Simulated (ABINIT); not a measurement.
**Cl (Cmce): G0W0 in ABINIT against the screening cutoff in the self-energy**

How does the gap of Cl (Cmce) converge in the screening cutoff in the self-energy?

Main program and level: ABINIT 10.8.3; PBE and many-body steps on it, plane waves.

**1. Set-up**

Symmetry: Cmce, No. 64, orthorhombic system. Conventional cell: a = 6.290 Å, b = 4.500 Å, c = 8.210 Å, α = 90.00°, β = 90.00°, γ = 90.00°. Nearest to Cl lie 1 Cl at 2.02 Å.

Coordinates:

```cif
data_structure
_symmetry_space_group_name_H-M 'Cmce'
_symmetry_Int_Tables_number 64
_cell_length_a 6.2900
_cell_length_b 4.5000
_cell_length_c 8.2100
_cell_angle_alpha 90.000
_cell_angle_beta 90.000
_cell_angle_gamma 90.000
_cell_volume 232.38
loop_
_atom_site_label
_atom_site_type_symbol
_atom_site_symmetry_multiplicity
_atom_site_Wyckoff_symbol
_atom_site_fract_x
_atom_site_fract_y
_atom_site_fract_z
_atom_site_occupancy
Cl1 Cl 8 f 0.50000 0.63000 0.10000 1
```

The cell and positions come from the Crystallography Open Database and are kept as given unless a step says otherwise.

**2. Screening, 4×4×2 mesh, 360 bands, screening to 217.7 eV**

This step: ABINIT 10.8.3; RPA screening on PBE, plane waves, norm-conserving pseudopotentials.

The RPA dielectric matrix is built and inverted for each q.

run.abi reads:

```
acell 3*1.0 Angstrom
rprim 
  3.145000000000 -2.250000000000 0.000000000000
  3.145000000000 2.250000000000 0.000000000000
  0.000000000000 0.000000000000 8.210000000000
ntypat 1
znucl 17
natom 4
typat 1 1 1 1
xred 
  0.870000000000 0.130000000000 0.100000000000
  0.630000000000 0.370000000000 0.600000000000
  0.130000000000 0.870000000000 0.900000000000
  0.370000000000 0.630000000000 0.400000000000
pp_dirpath "pseudos"
pseudos "Cl.upf"
ecut 25
ngkpt 4 4 2
nshiftk 1
shiftk 0 0 0
kptopt 1
chksymbreak 0
istwfk *1
occopt 1
irdwfk 1
optdriver 3
nband 360
ecuteps 8
inclvkb 2
awtr 1
symchi 1
indata_prefix "in"
outdata_prefix "out"
tmpdata_prefix "tmp"
```

Started as:

```console
$ OMP_NUM_THREADS=1 mpirun -n 8 abinit run.abi > log
```

The log of the run:

```text
.Version 10.8.3 of ABINIT. v10.8.2 released Aug 2026.

 Symmetries : space group Cm c a (# 64); Bravais oC (1-face-center ortho.)
[... echo of the input left out ...]
== DATASET  1 ==================================================================
-   mpi_nproc: 8, omp_nthreads: 1 (-1 if OMP is not activated)

--- !DatasetInfo
iteration_state: {dtset: 1, }
dimensions: {natom: 4, nkpt: 14, mband: 360, nsppol: 1, nspinor: 1, nspden: 1, mpw: 4726, }
cutoff_energies: {ecut:  25.0, pawecutdg:  -1.0, }
electrons: {nelect:   2.80000000E+01, charge:   0.00000000E+00, occopt:   1.00000000E+00, tsmear:   1.00000000E-02, }

 SCREENING: Calculation of the susceptibility and dielectric matrices

 Based on a program developped by R.W. Godby, V. Olevano, G. Onida, and L. Reining.
 Incorporated in ABINIT by V. Olevano, G.-M. Rignanese, and M. Torrent.
.Using double precision arithmetic ; gwpc =  8

[... cell and pseudopotentials left out ...]
--------------------------------------------------------------------------------

 ==== K-mesh for the wavefunctions ====
 Number of points in the irreducible wedge :    14
[... list of points left out ...]
 Together with  8 symmetry operations and time-reversal symmetry
 yields    32 points in the full Brillouin Zone.

 ==== Q-mesh for the screening function ====
 Number of points in the irreducible wedge :    14
[... list of points left out ...]
 Together with  8 symmetry operations and time-reversal symmetry
 yields    32 points in the full Brillouin Zone.

 setmesh: FFT mesh size selected  =    30x   30x   60
          total number of points  =        54000

 vcoul_init : cutoff-mode = AUXILIARY_FUNCTION
 q-points for optical limit:   1
     1)      0.000010    0.000020    0.000030

- screening: taking advantage of time-reversal symmetry
- Maximum band index for partially occupied states nbvw = 14
- Remaining bands to be divided among processors   nbcw = 346
- Number of bands treated by each node ~43

 Number of electrons calculated from density =   28.0000; Expected =   28.0000
 average of density, n =  0.035710
 r_s =    1.8838
 omega_plasma =   18.2284 [eV]

 calculating chi0 at frequencies [eV] :
  1    0.000000E+00    0.000000E+00
  2    0.000000E+00    1.822838E+01

--------------------------------------------------------------------------------
  q-point number  1        q = ( 0.000000, 0.000000, 0.000000) [r.l.u.]
--------------------------------------------------------------------------------
[... chi0 elements left out ...]
 For q-point:  0.000010 0.000020 0.000030
  dielectric constant =   2.8102
  dielectric constant without local fields =   3.4624

  Average fulfillment of the sum rule on Im[epsilon] for q-point    1 :     84.19  [%]
[... wings left out ...]
  q-point number  2        q = ( 0.250000, 0.000000, 0.000000) [r.l.u.]
--------------------------------------------------------------------------------
[... chi0 elements left out ...]
  Average fulfillment of the sum rule on Im[epsilon] for q-point    2 :     85.47  [%]

 [... 12 further q-points ...]
```

Wall time 6.7 min (8 MPI ranks of Arm Neoverse V2, shared host); peak memory 6.7 GiB.

Numbers from this step:

```
ε∞ with local fields, on this mesh, along the program's q direction : 2.810
the same without local fields                                       : 3.462
plasma frequency                                                    : 18.23 eV
plane waves in the screening matrix                                 : 865
```

Local fields lower ε∞ by 19 %. On a Γ-centred mesh this coarse the value itself is usually too large, while a short band sum pulls it down.

**3. 0.8 Ha**

This step: G0W0 on PBE, plane waves, norm-conserving pseudopotentials.

run.abi: that of step 2 with these lines changed.

```diff
@@ -25,8 +25,17 @@
 irdwfk 1
-optdriver 3
+optdriver 4
 nband 360
-ecuteps 8
-inclvkb 2
-awtr 1
-symchi 1
+gwcalctyp 0
+ecutsigx 25
+symsigma 1
+nkptgw 2
+kptgw 
+  0.5000000000 0.5000000000 0.0000000000
+  0.0000000000 0.0000000000 0.0000000000
+bdgw 
+  13 16
+  13 16
+ecuteps 0.8
+irdscr 1
+ppmodel 1
 indata_prefix "in"
```

The log of the run:

```text
.Version 10.8.3 of ABINIT. v10.8.2 released Aug 2026.

 Symmetries : space group Cm c a (# 64); Bravais oC (1-face-center ortho.)
[... echo of the input left out ...]
== DATASET  1 ==================================================================
-   mpi_nproc: 8, omp_nthreads: 1 (-1 if OMP is not activated)

--- !DatasetInfo
iteration_state: {dtset: 1, }
dimensions: {natom: 4, nkpt: 14, mband: 360, nsppol: 1, nspinor: 1, nspden: 1, mpw: 4726, }
cutoff_energies: {ecut:  25.0, pawecutdg:  -1.0, }
electrons: {nelect:   2.80000000E+01, charge:   0.00000000E+00, occopt:   1.00000000E+00, tsmear:   1.00000000E-02, }

 SIGMA: Calculation of the GW corrections

 Based on a program developped by R.W. Godby, V. Olevano, G. Onida, and L. Reining.
 Incorporated in ABINIT by V. Olevano, G.-M. Rignanese, and M. Torrent.
.Using double precision arithmetic ; gwpc =  8

[... cell and pseudopotentials left out ...]
--------------------------------------------------------------------------------

 ==== K-mesh for the wavefunctions ====
 Number of points in the irreducible wedge :    14
[... list of points left out ...]
 Together with  8 symmetry operations and time-reversal symmetry
 yields    32 points in the full Brillouin Zone.

 ==== Q-mesh for screening function ====
 Number of points in the irreducible wedge :    14
[... list of points left out ...]
 Together with  8 symmetry operations and time-reversal symmetry
 yields    32 points in the full Brillouin Zone.

 vcoul_init : cutoff-mode = AUXILIARY_FUNCTION
 q-points for optical limit:   1
     1)      0.000010    0.000020    0.000030
 setmesh: FFT mesh size selected  =    36x   36x   72
          total number of points  =        93312

 Number of electrons calculated from density =   28.0000; Expected =   28.0000
 average of density, n =  0.035710
 r_s =    1.8838
 omega_plasma =   18.2284 [eV]

 === KS Band Gaps ===
  >>>> For spin  1
   Minimum direct gap =   2.5251 [eV], located at k-point      :   0.0000  0.0000  0.0000
   Fundamental gap    =   2.4691 [eV], Top of valence bands at :   0.5000  0.5000  0.0000
                                       Bottom of conduction at :   0.0000  0.0000  0.0000
 SIGMA fundamental parameters:
 PLASMON POLE MODEL  1
 number of plane-waves for SigmaX                 4675
 number of plane-waves for SigmaC and W             33
 number of plane-waves for wavefunctions          4675
 number of bands                                   360
 number of independent spin polarizations            1
 number of spinorial components                      1
 number of k-points in IBZ                          14
 number of q-points in IBZ                          14
 number of symmetry operations                       8
 number of k-points in BZ                           32
 number of q-points in BZ                           32
 number of frequencies for dSigma/dE                 9
 frequency step for dSigma/dE [eV]                0.25
 number of omega for Sigma on real axis              0
 max omega for Sigma on real axis  [eV]           0.00
 zcut for avoiding poles [eV]                     0.10

 EPSILON^-1 parameters (SCR file):
 dimension of the eps^-1 matrix on file            865
 dimension of the eps^-1 matrix used                33
 number of plane-waves for wavefunctions          4675
 number of bands                                   360
 number of q-points in IBZ                          14
 number of frequencies                               2
 number of real frequencies                          1
 number of imag frequencies                          1

 matrix elements of self-energy operator (all in [eV])

 Perturbative Calculation

--- !SelfEnergy_ee
iteration_state: {dtset: 1, }
kpoint     : [   0.500,    0.500,    0.000, ]
spin       : 1
KS_gap     :    2.546
QP_gap     :    5.895
Delta_QP_KS:    3.349
data: !SigmaeeData |
     Band     E0 <VxcDFT>   SigX SigC(E0)      Z dSigC/dE  Sig(E)    E-E0       E
       13  -1.186 -14.321 -18.741   2.705   0.825  -0.212 -15.737  -1.416  -2.602
       14  -0.824 -14.674 -19.122   2.741   0.828  -0.208 -16.087  -1.414  -2.237
       15   1.722 -14.106  -8.998  -2.781   0.832  -0.202 -12.171   1.935   3.657
       16   1.912 -14.243  -9.064  -2.769   0.830  -0.205 -12.243   2.000   3.912

--- !SelfEnergy_ee
iteration_state: {dtset: 1, }
kpoint     : [   0.000,    0.000,    0.000, ]
spin       : 1
KS_gap     :    2.525
QP_gap     :    5.800
Delta_QP_KS:    3.275
data: !SigmaeeData |
     Band     E0 <VxcDFT>   SigX SigC(E0)      Z dSigC/dE  Sig(E)    E-E0       E
       13  -0.970 -14.511 -19.022   2.749   0.827  -0.209 -15.968  -1.457  -2.427
       14  -0.880 -14.708 -19.184   2.759   0.827  -0.209 -16.128  -1.420  -2.300
       15   1.645 -13.980  -8.981  -2.772   0.833  -0.200 -12.125   1.855   3.500
       16   2.208 -14.626  -9.222  -2.856   0.827  -0.209 -12.518   2.108   4.316

== END DATASET(S) ==============================================================
================================================================================

 -outvars: echo values of variables after computation  --------
           etotal      0.0000000000E+00
            nband         360
             nkpt          14
          spgroup          64
 [... the other variables as echoed above ...]

 Calculation completed.
```

The job ended after 5.2 s (8 MPI ranks; peak memory 3.3 GiB; 41 s of CPU time).

This step gave:

* G0W0 gap on the points computed: 5.737 eV
* starting gap on the mesh: 2.469 eV
* k of the valence top: 0.5, 0.5, 0
* k of the conduction bottom: 0, 0, 0
* Z at the valence top: 0.828
* Z at the conduction bottom: 0.833
* least direct G0W0 gap on the computed points: 5.8 eV

**4. 1.6 Ha**

run.abi: that of step 3 with these lines changed.

```diff
@@ -37,3 +37,3 @@
   13 16
-ecuteps 0.8
+ecuteps 1.6
 irdscr 1
```

The log of the run:

```text
.Version 10.8.3 of ABINIT. v10.8.2 released Aug 2026.

 Symmetries : space group Cm c a (# 64); Bravais oC (1-face-center ortho.)
[... echo of the input left out ...]
== DATASET  1 ==================================================================
-   mpi_nproc: 8, omp_nthreads: 1 (-1 if OMP is not activated)

--- !DatasetInfo
iteration_state: {dtset: 1, }
dimensions: {natom: 4, nkpt: 14, mband: 360, nsppol: 1, nspinor: 1, nspden: 1, mpw: 4726, }
cutoff_energies: {ecut:  25.0, pawecutdg:  -1.0, }
electrons: {nelect:   2.80000000E+01, charge:   0.00000000E+00, occopt:   1.00000000E+00, tsmear:   1.00000000E-02, }

 SIGMA: Calculation of the GW corrections

 Based on a program developped by R.W. Godby, V. Olevano, G. Onida, and L. Reining.
 Incorporated in ABINIT by V. Olevano, G.-M. Rignanese, and M. Torrent.
.Using double precision arithmetic ; gwpc =  8

[... cell and pseudopotentials left out ...]
--------------------------------------------------------------------------------

 ==== K-mesh for the wavefunctions ====
 Number of points in the irreducible wedge :    14
[... list of points left out ...]
 Together with  8 symmetry operations and time-reversal symmetry
 yields    32 points in the full Brillouin Zone.

 ==== Q-mesh for screening function ====
 Number of points in the irreducible wedge :    14
[... list of points left out ...]
 Together with  8 symmetry operations and time-reversal symmetry
 yields    32 points in the full Brillouin Zone.

 vcoul_init : cutoff-mode = AUXILIARY_FUNCTION
 q-points for optical limit:   1
     1)      0.000010    0.000020    0.000030
 setmesh: FFT mesh size selected  =    36x   36x   72
          total number of points  =        93312

 Number of electrons calculated from density =   28.0000; Expected =   28.0000
[...]
number of omega for Sigma on real axis              0
 max omega for Sigma on real axis  [eV]           0.00
 zcut for avoiding poles [eV]                     0.10

 EPSILON^-1 parameters (SCR file):
 dimension of the eps^-1 matrix on file            865
 dimension of the eps^-1 matrix used                65
 number of plane-waves for wavefunctions          4675
 number of bands                                   360
 number of q-points in IBZ                          14
 number of frequencies                               2
 number of real frequencies                          1
 number of imag frequencies                          1

 matrix elements of self-energy operator (all in [eV])

 Perturbative Calculation

--- !SelfEnergy_ee
iteration_state: {dtset: 1, }
kpoint     : [   0.500,    0.500,    0.000, ]
spin       : 1
KS_gap     :    2.546
QP_gap     :    5.746
Delta_QP_KS:    3.200
data: !SigmaeeData |
     Band     E0 <VxcDFT>   SigX SigC(E0)      Z dSigC/dE  Sig(E)    E-E0       E
       13  -1.186 -14.321 -18.741   2.704   0.812  -0.232 -15.714  -1.393  -2.579
       14  -0.824 -14.674 -19.122   2.736   0.813  -0.230 -16.066  -1.392  -2.216
       15   1.722 -14.106  -8.998  -2.898   0.818  -0.222 -12.298   1.808   3.530
[...]
--- !SelfEnergy_ee
iteration_state: {dtset: 1, }
kpoint     : [   0.000,    0.000,    0.000, ]
spin       : 1
KS_gap     :    2.525
QP_gap     :    5.632
Delta_QP_KS:    3.107
data: !SigmaeeData |
     Band     E0 <VxcDFT>   SigX SigC(E0)      Z dSigC/dE  Sig(E)    E-E0       E
[...]
15   1.645 -13.980  -8.981  -2.883   0.820  -0.220 -12.245   1.735   3.380
       16   2.208 -14.626  -9.222  -2.995   0.813  -0.231 -12.669   1.958   4.165

== END DATASET(S) ==============================================================
================================================================================

 -outvars: echo values of variables after computation  --------
           etotal      0.0000000000E+00
            nband         360
             nkpt          14
          spgroup          64
 [... the other variables as echoed above ...]

 Calculation completed.
```

The job ended after 6.2 s (8 MPI ranks; peak memory 2.8 GiB).

This step gave:

* G0W0 gap on the points computed: 5.596 eV
* starting gap on the mesh: 2.469 eV
* k of the valence top: 0.5, 0.5, 0
* k of the conduction bottom: 0, 0, 0
* Z at the valence top: 0.813
* Z at the conduction bottom: 0.82
* least direct G0W0 gap on the computed points: 5.632 eV

**5. 2.8 Ha**

The self-energy is evaluated for the states that the input lists, and the levels follow from it, in one-shot runs by the linearised quasiparticle equation.

run.abi: that of step 4 with these lines changed.

```diff
@@ -37,3 +37,3 @@
   13 16
-ecuteps 1.6
+ecuteps 2.8
 irdscr 1
```

The log of the run:

```text
.Version 10.8.3 of ABINIT. v10.8.2 released Aug 2026.

 Symmetries : space group Cm c a (# 64); Bravais oC (1-face-center ortho.)
[... echo of the input left out ...]
== DATASET  1 ==================================================================
-   mpi_nproc: 8, omp_nthreads: 1 (-1 if OMP is not activated)

--- !DatasetInfo
iteration_state: {dtset: 1, }
dimensions: {natom: 4, nkpt: 14, mband: 360, nsppol: 1, nspinor: 1, nspden: 1, mpw: 4726, }
cutoff_energies: {ecut:  25.0, pawecutdg:  -1.0, }
[...]
Band     E0 <VxcDFT>   SigX SigC(E0)      Z dSigC/dE  Sig(E)    E-E0       E
[...]
15   1.645 -13.980  -8.981  -3.156   0.803  -0.245 -12.500   1.480   3.125
       16   2.208 -14.626  -9.222  -3.335   0.795  -0.258 -12.982   1.645   3.852

== END DATASET(S) ==============================================================
================================================================================

 -outvars: echo values of variables after computation  --------
           etotal      0.0000000000E+00
            nband         360
             nkpt          14
          spgroup          64
 [... the other variables as echoed above ...]

 Calculation completed.
```

The job ended after 9.2 s (8 MPI ranks; peak memory 3.2 GiB).

Numbers from this step:

- G0W0 gap on the points computed: 5.499 eV
- starting gap on the mesh: 2.469 eV
- k of the valence top: 0.5, 0.5, 0
- k of the conduction bottom: 0, 0, 0
- least direct G0W0 gap on the computed points: 5.55 eV

The gap on the mesh goes from 2.47 eV to 5.50 eV, a correction of +3.03 eV.

(Continued in part 2 of 2.)

[Paths, hosts, dates, memory and timing lines, banners, echoed tables and standing remarks are left out of the program output.]

[Logs are printed without paths, hosts, clocks, repeated set-up lines and the standing remarks that a program may print on its own settings, such as how far it seeks lower states.]

[Runs of the session that timed out or met a known fault of the program may be left out.]

[Hosts, paths, dates, database ids (printed as entryN), source tags and the programs' standing remarks are cut or masked in the printed files.]

[G0W0 gaps are taken among the corrected bands and points alone; a level outside them can change the order at an edge.]

[Where Ansatz stands beside ABINIT at settings called matched, ABINIT's density can come from a denser mesh and the files from another edition; pairs whose starting gaps differed by over 0.03 eV were left out, so agreement reads better than it is.]
